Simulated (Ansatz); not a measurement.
# LuH2 (Fm-3m): phonons and vibrational spectra

Wanted: phonon frequencies of LuH2 (Fm-3m) and what follows from them.

Main program and level: Ansatz 0.2.0; DFT PBEsol, scalar-relativistic, plane waves, norm-conserving pseudopotentials.

### 1. Set-up

Symmetry: Fm-3m, No. 225, cubic system. The conventional cell has a = 5.033 Å, b = 5.033 Å, c = 5.033 Å, α = 90.00°, β = 90.00°, γ = 90.00°. Nearest to Lu lie 8 H at 2.18 Å. Nearest to H lie 4 Lu at 2.18 Å. Farther neighbours are not listed.

### 2. Relaxation

Harmonic phonons are second derivatives at a point where the forces vanish, and they are wanted at zero stress, so atoms and cell are relaxed first.

input.yaml

```yaml
crystal:
  lattice:
    - [0.0, 2.5165, 2.5165]
    - [2.5165, 0.0, 2.5165]
    - [2.5165, 2.5165, 0.0]
  atoms:
    - { symbol: Lu, position: [0.0, 0.0, 0.0] }
    - { symbol: H, position: [0.25, 0.25, 0.25] }
    - { symbol: H, position: [0.75, 0.75, 0.75] }
kpoints:
  mp_grid: { grid: [14, 14, 14] }
hamiltonian:
  xc: pbesol
  pseudopotentials: { kind: nc }
scf:
  occupations: { method: gaussian, width: 0.1 }
output:
  forces: true
  stress: true
  eigenvalues: true
relax:
  adjacent_minimum: "off"
  f_tol: 0.005
  max_steps: 80
  cell: { stress_tol: 0.05 }
```

Run with:

```bash
$ ansatz run input.yaml --threads 4 --pin off --max-ram 7168MiB --backend cpu --events-out ev --progress --plain --runs-dir out
```

Numbers of over 12 decimals in the logs are rounded to 6 here.

Log:

```text
Engine: ansatz 0.2.0, aarch64-unknown-linux-gnu
Pseudopotentials: kind: nc
Pseudopotential: Lu, nc, valence charge 25, recommended cutoff 1360.569312 eV (normal), Lu.nc.azcp (PseudoDojo's, or run here from an input of PseudoDojo's: the run reads no file of this project's for it)
Pseudopotential: H, nc, valence charge 1, recommended cutoff 979.609905 eV (normal), H.nc.azcp (PseudoDojo's, or run here from an input of PseudoDojo's: the run reads no file of this project's for it)
Functional definition: PBEsol
  exchange = pbesol_x
  correlation = pbesol_c
Crystal: 3 atoms, lattice volume = 31.873 Å³
Basis set: ecut = 1360.569312 eV, 3695 PW (Γ), exchange–correlation on 90×90×90 points (8 copies of the dense FFT grid, shifted against one another)
Bands: 18, of which v1, the nominal top of the filled ones, is band 14 counted from 1 (13 counted from 0)
Symmetry: 48 space group operations
Space group: Fm-3m (ITA 225), of the structure as read, at distance tolerance 3.2e-5 Å
k-points: 104 of 2744
Non-local potential: Lu, projectors of the file, l = 0: 2, l = 1: 2, l = 2: 2, l = 3: 2
Non-local potential: H, projectors of the file, l = 0: 2, l = 1: 1
Initial density: superposition of atomic densities (chi_scale 0.1, normalization cell, long waves kept (reshape's long-wave potential 0.00 eV rms))
Initial wavefunctions: pseudopotential atomic-orbital guess
Functional: x = pbesol(κ = 0.804, μ = 0.123457), c = pbesol(β = 0.046)
SCF iter   1: F=—  HF=-6740.673159 eV  |F-HF|=—  |Δ(HF+E_count)|=         —  Δρ=8.37e-2  dr2=1.97e0  ethr=3.10e-3  ⟨swp⟩=5.4  Hψ=7847  notcnv=0
preconditioner: auto → Kerker (q_TF=auto, 2.654 Å⁻¹)  [metal: Δε(μ)=0.052 eV  Ē_g=13.294 eV  σ=0.100 eV  W_gap=0.28  n_scr=14 (ndim 8)  ℏωp=32.9 eV  f_vac=0.000  D(μ)=0.63/eV (n_scr^D=0)]
SCF iter   2: F=—  HF=-6740.149294 eV  |F-HF|=—  |Δ(HF+E_count)|=   5.24e-1  Δρ=3.95e-2  dr2=5.48e-1  ethr=3.10e-3  ⟨swp⟩=4.0  Hψ=4811  notcnv=0  defer=43
SCF iter   3: F=—  HF=-6739.941907 eV  |F-HF|=—  |Δ(HF+E_count)|=   2.07e-1  Δρ=8.78e-3  dr2=2.36e-2  ethr=2.03e-3  ⟨swp⟩=3.0  Hψ=3485  notcnv=0  defer=43
SCF iter   4: F=—  HF=-6739.935503 eV  |F-HF|=—  |Δ(HF+E_count)|=   6.40e-3  Δρ=2.73e-3  dr2=1.26e-3  ethr=8.76e-5  ⟨swp⟩=2.0  Hψ=3181  notcnv=0  defer=43
SCF iter   5: F=—  HF=-6739.935840 eV  |F-HF|=—  |Δ(HF+E_count)|=   3.37e-4  Δρ=3.91e-4  dr2=4.26e-5  ethr=4.66e-6  ⟨swp⟩=2.1  Hψ=2888  notcnv=0  defer=43
SCF iter   6: F=—  HF=-6739.936023 eV  |F-HF|=—  |Δ(HF+E_count)|=   1.83e-4  Δρ=1.26e-4  dr2=3.88e-6  ethr=1.58e-7  ⟨swp⟩=2.0  Hψ=2779  notcnv=0  defer=43
SCF iter   7: F=—  HF=-6739.936022 eV  |F-HF|=—  |Δ(HF+E_count)|=   7.64e-7  Δρ=2.04e-5  dr2=1.08e-7  ethr=1.44e-8  ⟨swp⟩=2.0  Hψ=2720  notcnv=0  defer=43
SCF iter   8: F=-6739.936022 eV  HF=-6739.936022 eV  |F-HF|=6.81e-10  |Δ(HF+E_count)|=   1.12e-8  Δρ=5.51e-6  dr2=4.46e-9  ethr=3.70e-10  ⟨swp⟩=9.2  Hψ=9635  notcnv=0
SCF 1 converged in 8 iterations: F = -6739.936022 eV  dr2 = 4.46e-9
relax step   1: F+E_penalty+E_count = -6739.93602245 eV  Δ(F+E_penalty+E_count) = +0.000e0 eV  max|allowed force component| = 1.220e-19 eV/Å  Δτ_max = 0.0000 Å  P = -4.225 GPa  Ω = 31.873 Å³  (8 SCF iters, dr2 threshold 1.00e-7 eV, accepted)
Crystal: 3 atoms, lattice volume = 27.723 Å³
Basis set: ecut = 1360.569312 eV, 3143 PW (Γ), exchange–correlation on 90×90×90 points (8 copies of the dense FFT grid, shifted against one another)
Initial density: handed on by an earlier stage of this run
Initial wavefunctions: those handed on with the density
iter 1 solved again at ethr=2.42e-4 eV; its pass at ethr=3.10e-3 eV (dr2=6.54e-2 eV) is discarded
SCF iter   1: F=—  HF=-6739.898603 eV  |F-HF|=—  |Δ(HF+E_count)|=         —  Δρ=1.86e-2  dr2=6.82e-2  ethr=2.42e-4  ⟨swp⟩=1.2  Hψ=12946  notcnv=0
preconditioner: auto → Kerker (q_TF=auto, 2.716 Å⁻¹)  [metal: Δε(μ)=0.063 eV  Ē_g=14.413 eV  σ=0.100 eV  W_gap=0.34  n_scr=14 (ndim 8)  ℏωp=35.3 eV  f_vac=0.000  D(μ)=0.67/eV (n_scr^D=0)]
SCF iter   2: F=—  HF=-6739.879675 eV  |F-HF|=—  |Δ(HF+E_count)|=   1.89e-2  Δρ=8.22e-3  dr2=1.71e-2  ethr=2.42e-4  ⟨swp⟩=2.3  Hψ=3182  notcnv=0
SCF iter   3: F=—  HF=-6739.873233 eV  |F-HF|=—  |Δ(HF+E_count)|=   6.44e-3  Δρ=1.70e-3  dr2=9.37e-4  ethr=6.35e-5  ⟨swp⟩=1.2  Hψ=2727  notcnv=0  defer=1
SCF iter   4: F=—  HF=-6739.872921 eV  |F-HF|=—  |Δ(HF+E_count)|=   3.12e-4  Δρ=5.39e-4  dr2=8.96e-5  ethr=3.47e-6  ⟨swp⟩=2.0  Hψ=2484  notcnv=0  defer=1
SCF iter   5: F=—  HF=-6739.873086 eV  |F-HF|=—  |Δ(HF+E_count)|=   1.66e-4  Δρ=1.32e-4  dr2=4.83e-6  ethr=3.32e-7  ⟨swp⟩=2.0  Hψ=2705  notcnv=0  defer=1
SCF iter   6: F=-6739.873085 eV  HF=-6739.873085 eV  |F-HF|=3.72e-8  |Δ(HF+E_count)|=   1.06e-6  Δρ=4.03e-5  dr2=1.91e-7  ethr=1.11e-9  ⟨swp⟩=6.7  Hψ=10804  notcnv=0
SCF 2 converged in 6 iterations: F = -6739.873085 eV  dr2 = 1.91e-7
relax step   2: F+E_penalty+E_count = -6739.87308511 eV  Δ(F+E_penalty+E_count) = +6.294e-2 eV  max|allowed force component| = 5.599e-18 eV/Å  Δτ_max = 0.0000 Å  P = +10.752 GPa  Ω = 27.723 Å³  energy of the carried Pulay correction = +3.058e-4 eV  (6 SCF iters, dr2 threshold 3.00e-7 eV, rejected (line search))
Crystal: 3 atoms, lattice volume = 30.582 Å³
Basis set: ecut = 1360.569312 eV, 3479 PW (Γ), exchange–correlation on 90×90×90 points (8 copies of the dense FFT grid, shifted against one another)
iter 1 solved again at ethr=1.44e-4 eV; its pass at ethr=3.10e-3 eV (dr2=3.89e-2 eV) is discarded
SCF iter   1: F=—  HF=-6739.971991 eV  |F-HF|=—  |Δ(HF+E_count)|=         —  Δρ=1.35e-2  dr2=4.24e-2  ethr=1.44e-4  ⟨swp⟩=2.0  Hψ=12743  notcnv=0
preconditioner: auto → Kerker (q_TF=auto, 2.672 Å⁻¹)  [metal: Δε(μ)=0.082 eV  Ē_g=14.468 eV  σ=0.100 eV  W_gap=0.43  n_scr=14 (ndim 8)  ℏωp=33.6 eV  f_vac=0.000  D(μ)=0.73/eV (n_scr^D=0)]
SCF iter   2: F=—  HF=-6739.960133 eV  |F-HF|=—  |Δ(HF+E_count)|=   1.19e-2  Δρ=6.12e-3  dr2=1.12e-2  ethr=1.44e-4  ⟨swp⟩=2.1  Hψ=3169  notcnv=0
SCF iter   3: F=—  HF=-6739.955897 eV  |F-HF|=—  |Δ(HF+E_count)|=   4.24e-3  Δρ=1.17e-3  dr2=5.21e-4  ethr=4.15e-5  ⟨swp⟩=1.7  Hψ=2795  notcnv=0
SCF iter   4: F=—  HF=-6739.955769 eV  |F-HF|=—  |Δ(HF+E_count)|=   1.28e-4  Δρ=3.90e-4  dr2=5.24e-5  ethr=1.93e-6  ⟨swp⟩=1.8  Hψ=2743  notcnv=0
SCF iter   5: F=—  HF=-6739.955759 eV  |F-HF|=—  |Δ(HF+E_count)|=   1.05e-5  Δρ=8.32e-5  dr2=2.65e-6  ethr=1.94e-7  ⟨swp⟩=1.9  Hψ=2311  notcnv=0
SCF iter   6: F=—  HF=-6739.955944 eV  |F-HF|=—  |Δ(HF+E_count)|=   1.85e-4  Δρ=2.66e-5  dr2=8.99e-8  ethr=9.82e-9  ⟨swp⟩=2.1  Hψ=2870  notcnv=0
SCF iter   7: F=—  HF=-6739.955944 eV  |F-HF|=—  |Δ(HF+E_count)|=   3.65e-9  Δρ=2.73e-6  dr2=1.07e-9  ethr=3.33e-10  ⟨swp⟩=2.2  Hψ=2858  notcnv=0
SCF iter   8: F=—  HF=-6739.955944 eV  |F-HF|=—  |Δ(HF+E_count)|=   1.10e-9  Δρ=5.36e-7  dr2=4.51e-11  ethr=3.98e-12  ⟨swp⟩=2.0  Hψ=3209  notcnv=0
SCF iter   9: F=-6739.955944 eV  HF=-6739.955944 eV  |F-HF|=9.09e-13  |Δ(HF+E_count)|=  2.73e-12  Δρ=3.61e-8  dr2=1.73e-13  ethr=1.00e-12  ⟨swp⟩=8.9  Hψ=10742  notcnv=0
SCF 3 converged in 9 iterations: F = -6739.955944 eV  dr2 = 1.73e-13
relax step   3: F+E_penalty+E_count = -6739.95594354 eV  Δ(F+E_penalty+E_count) = -1.992e-2 eV  max|allowed force component| = 3.132e-18 eV/Å  Δτ_max = 0.0000 Å  P = -0.575 GPa  Ω = 30.582 Å³  energy of the carried Pulay correction = +9.078e-5 eV  (9 SCF iters, accepted)
[...]
relax step   4: F+E_penalty+E_count = -6739.95628358 eV  Δ(F+E_penalty+E_count) = -3.400e-4 eV  max|allowed force component| = 2.626e-18 eV/Å  Δτ_max = 0.0000 Å  P = +0.040 GPa  Ω = 30.388 Å³  energy of the carried Pulay correction = +1.047e-4 eV  (4 SCF iters, dr2 threshold 3.00e-7 eV, accepted)
Initial wavefunctions: pseudopotential atomic-orbital guess (no wavefunctions were taken with the density)
iter 1 solved again at ethr=7.88e-8 eV; its pass at ethr=3.10e-3 eV (dr2=2.13e-5 eV) is discarded
SCF iter   1: F=—  HF=-6739.956002 eV  |F-HF|=—  |Δ(HF+E_count)|=         —  Δρ=3.91e-5  dr2=2.40e-7  ethr=7.88e-8  ⟨swp⟩=4.5  Hψ=15102  notcnv=0
preconditioner: auto → Kerker (q_TF=auto, 2.675 Å⁻¹)  [metal: Δε(μ)=0.080 eV  Ē_g=14.343 eV  σ=0.100 eV  W_gap=0.42  n_scr=14 (ndim 8)  ℏωp=33.7 eV  f_vac=0.000  D(μ)=0.71/eV (n_scr^D=0)]
SCF iter   2: F=—  HF=-6739.956166 eV  |F-HF|=—  |Δ(HF+E_count)|=   1.64e-4  Δρ=2.41e-5  dr2=1.32e-7  ethr=8.89e-10  ⟨swp⟩=1.9  Hψ=2615  notcnv=0
SCF iter   3: F=—  HF=-6739.956166 eV  |F-HF|=—  |Δ(HF+E_count)|=  1.09e-10  Δρ=6.95e-6  dr2=5.18e-9  ethr=4.89e-10  ⟨swp⟩=2.5  Hψ=2820  notcnv=0
SCF iter   4: F=—  HF=-6739.956166 eV  |F-HF|=—  |Δ(HF+E_count)|=   2.27e-9  Δρ=3.64e-6  dr2=1.46e-9  ethr=1.92e-11  ⟨swp⟩=2.1  Hψ=3263  notcnv=0
SCF iter   5: F=—  HF=-6739.956166 eV  |F-HF|=—  |Δ(HF+E_count)|=  4.38e-10  Δρ=1.13e-6  dr2=1.41e-10  ethr=5.39e-12  ⟨swp⟩=2.6  Hψ=3293  notcnv=0
SCF iter   6: F=-6739.956166 eV  HF=-6739.956166 eV  |F-HF|=1.82e-12  |Δ(HF+E_count)|=  3.37e-11  Δρ=1.23e-7  dr2=2.62e-12  ethr=1.00e-12  ⟨swp⟩=7.2  Hψ=10363  notcnv=0
SCF 5 converged in 6 iterations: F = -6739.956166 eV  dr2 = 2.62e-12
relax step   5: F+E_penalty+E_count = -6739.95616605 eV  Δ(F+E_penalty+E_count) = +1.175e-4 eV  max|allowed force component| = 2.596e-18 eV/Å  Δτ_max = 0.0000 Å  P = +0.050 GPa  Ω = 30.388 Å³  stress off target by 4.99e-2 GPa  SCF on the basis re-selected at this cell (its energy is not comparable with the rows above)  (6 SCF iters)
basis re-selected at this cell: Δ(F+E_penalty+E_count) = +1.175e-4 eV, ΔP = +0.010 GPa vs the last step (what re-selecting the basis moved, of the pressure what is left beyond the Pulay correction that the steps carried, after the strain that the cell walked since its last selection, with what the two solves' SCF thresholds leave and, on support functions, any second-order correction that the steps lacked; it is no m [...]
SCF converged after 6 iterations
Free energy (F): -6739.956166 eV
Harris-Foulkes:  -6739.956166 eV  (|F-HF|=1.82e-12)
Internal energy: -6739.952611 eV  (E = F + TS)
E sigma→0 (E₀):  -6739.954388 eV
Entropy (-TS):   -0.003555 eV (-1.185 meV/atom)
Fermi energy:    14.740211 eV
--- Per-component energies (eV) ---
  E_band       = 39.093829
  E_kinetic    = 4213.007723
  E_local      = -6453.549396  (includes V_loc(G=0)·N_el)
  E_nonlocal   = -1468.522866
  E_hartree    = 2290.516347
  E_xc         = -1023.415014
  E_vxc        = -832.874217  (∫ρ·V_xc dr)
  E_ewald      = -4297.989405
  E_smearing   = -0.003555  (= −TS)
  E_closure    = 0.000000  (closes the sum)
  Σ components = -6739.956166   (vs F -6739.956166, Δ=0.00e0)
--- Forces (eV/Å), atoms counted from 1 ---
  atom   1  Lu    -0.00000000    -0.00000000    -0.00000000
  atom   2  H     -0.00000000    -0.00000000    -0.00000000
  atom   3  H      0.00000000     0.00000000     0.00000000
  max |Σ_I F_I| component: 1.63e-19 eV/Å
--- Stress (GPa, compression-positive) ---
        0.049944       0.000000       0.000000
        0.000000       0.049944       0.000000
        0.000000       0.000000       0.049944
  P = ⅓ Tr σ = 0.0499 GPa (0.499 kbar)
--- Band table (eV; the first three rows and the last of 104) ---
  k-point 0: bands = [... 10 lower, 10.1996, 10.1996, 14.4682, 16.1701, 16.1701, 16.1701, 19.1480, 19.1480]
  k-point 1: bands = [... 10 lower, 10.1949, 10.1997, 13.8218, 16.2418, 16.2418, 16.9655, 19.0575, 19.0575]
  k-point 2: bands = [... 10 lower, 10.1824, 10.2001, 12.8770, 16.4178, 16.4178, 18.3140, 18.8801, 18.8801]
  k-point 103: bands = [... 10 lower, 10.1666, 10.3585, 10.5462, 13.5098, 16.7704, 21.0954, 21.4761, 21.6100]
--- Relaxed structure (4 steps of the walk, 3 accepted, 1 SCFs on fresh bases) ---
  F+E_penalty+E_count = -6739.95616605 eV   max|allowed force component| = 2.596e-18 eV/Å   (the final SCF, on the basis selected at the relaxed cell)
  cell:  # Å, volume = 30.3878 Å³
    - [0, 2.476793, 2.476793]
    - [2.476793, 0, 2.476793]
    - [2.476793, 2.476793, 0]
  atoms:
    - { symbol: Lu, position: [0, 0, 0] }
    - { symbol: H, position: [0.25, 0.25, 0.25] }
    - { symbol: H, position: [0.75, 0.75, 0.75] }
```

Elapsed: 33 s, on 4 threads of Arm Neoverse N1, shared host; peak memory 0.58 GiB; 2.1 min of CPU time.

Step by step:

| step | energy less that of the first step (eV) | largest force component (eV/Å) | pressure (GPa) | volume (Å³) |
| --- | --- | --- | --- | --- |
| 1 | 0.0000 | 0.0000 | -4.22 | 31.87 |
| 2 | 0.0629 | 0.0000 | 10.75 | 27.72 |
| 3 | -0.0199 | 0.0000 | -0.58 | 30.58 |
| 4 | -0.0203 | 0.0000 | 0.04 | 30.39 |
| 5* | -0.0201 | 0.0000 | 0.05 | 30.39 |

Relaxation steps marked * repeat the geometry before them on a plane-wave basis chosen anew for their cell, so energy and pressure can jump there. Relaxation step 2 was tried and not accepted.

Forces are held to the 48 operations that the run works with; a distortion that breaks them can't arise in this run.

| conventional cell, symmetrised | before | after | change |
| --- | --- | --- | --- |
| a (Å) | 5.033 | 4.954 | -1.6 % |
| b (Å) | 5.033 | 4.954 | -1.6 % |
| c (Å) | 5.033 | 4.954 | -1.6 % |
| volume (Å³/atom) | 10.62 | 10.13 | -4.7 % |

The relaxed structure:

```
Lu H
1.0
     0.00000    2.47679    2.47679
     2.47679    0.00000    2.47679
     2.47679    2.47679    0.00000
Lu H
1 2
Direct
  0.00000 0.00000 0.00000
  0.25000 0.25000 0.25000
  0.75000 0.75000 0.75000
```

This step gave:

* pressure: 0.04994 GPa
* volume per atom: 10.13 Å³
* gap on the k-mesh: 0 eV

In this step the volume went from 10.62 to 10.13 Å³/atom.

### 3. Relaxing to small forces for the phonons

Phonons need a cell at rest on their own settings, so the relaxation is repeated with tight tolerances on forces and stress, using the mesh and the filling of the phonon run that follows.

input.yaml

```yaml
crystal:
  lattice:
    - [0.0, 2.4767933582, 2.4767933582]
    - [2.4767933582, 0.0, 2.4767933582]
    - [2.4767933582, 2.4767933582, 0.0]
  atoms:
    - { symbol: Lu, position: [0.0, 0.0, 0.0] }
    - { symbol: H, position: [0.25, 0.25, 0.25] }
    - { symbol: H, position: [0.75, 0.75, 0.75] }
kpoints:
  mp_grid: { grid: [16, 16, 16] }
hamiltonian:
  xc: pbesol
  pseudopotentials: { kind: nc }
scf:
  occupations: { method: methfessel_paxton, width: 0.15 }
output:
  forces: true
  stress: true
  eigenvalues: true
relax:
  adjacent_minimum: "off"
  f_tol: 0.001
  max_steps: 60
  cell: { stress_tol: 0.01 }
```

Log:

```text
[...]
Crystal: 3 atoms, lattice volume = 30.388 Å³
Basis set: ecut = 1360.569312 eV, 3479 PW (Γ), exchange–correlation on 90×90×90 points (8 copies of the dense FFT grid, shifted against one another)
Bands: 18, of which v1, the nominal top of the filled ones, is band 14 counted from 1 (13 counted from 0)
Symmetry: 48 space group operations
[...]
k-points: 145 of 4096
[...]
k-point 144: bands = [... 10 lower, 10.1585, 10.4377, 10.4377, 13.6099, 16.5786, 21.0870, 21.5448, 21.5448]
--- Relaxed structure (3 steps of the walk, 2 accepted, 1 SCFs on fresh bases) ---
[...]
cell:  # Å, volume = 30.3990 Å³
    - [0, 2.477098, 2.477098]
    - [2.477098, 0, 2.477098]
    - [2.477098, 2.477098, 0]
  atoms:
    - { symbol: Lu, position: [0, 0, 0] }
    - { symbol: H, position: [0.25, 0.25, 0.25] }
    - { symbol: H, position: [0.75, 0.75, 0.75] }
[key lines of the parts left out:]
SCF converged after 8 iterations
Free energy (F): -6739.955807 eV
Fermi energy:    14.751933 eV
P = ⅓ Tr σ = 0.0001 GPa (0.001 kbar)
```

Run time: 34 s. Hardware: 4 threads; peak memory 0.64 GiB; 2.2 min of CPU time.

Little changed from the start: no atom moved by 0.005 Å and no cell edge by 0.1 %.

Numbers from this step:

```yaml
pressure: 8.92e-5 GPa
```

The forces vanish by symmetry and the pressure is 0.000 GPa, within the tolerances set. The cell now holds 10.13 Å³/atom.

(Continued in part 2 of 2.)

[Logs are printed without paths, hosts, clocks, repeated set-up lines and the standing remarks that a program may print on its own settings, such as how far it seeks lower states.]

[Hosts, paths, dates, database ids (printed as entryN), source tags and the programs' standing remarks are cut or masked in the printed files.]
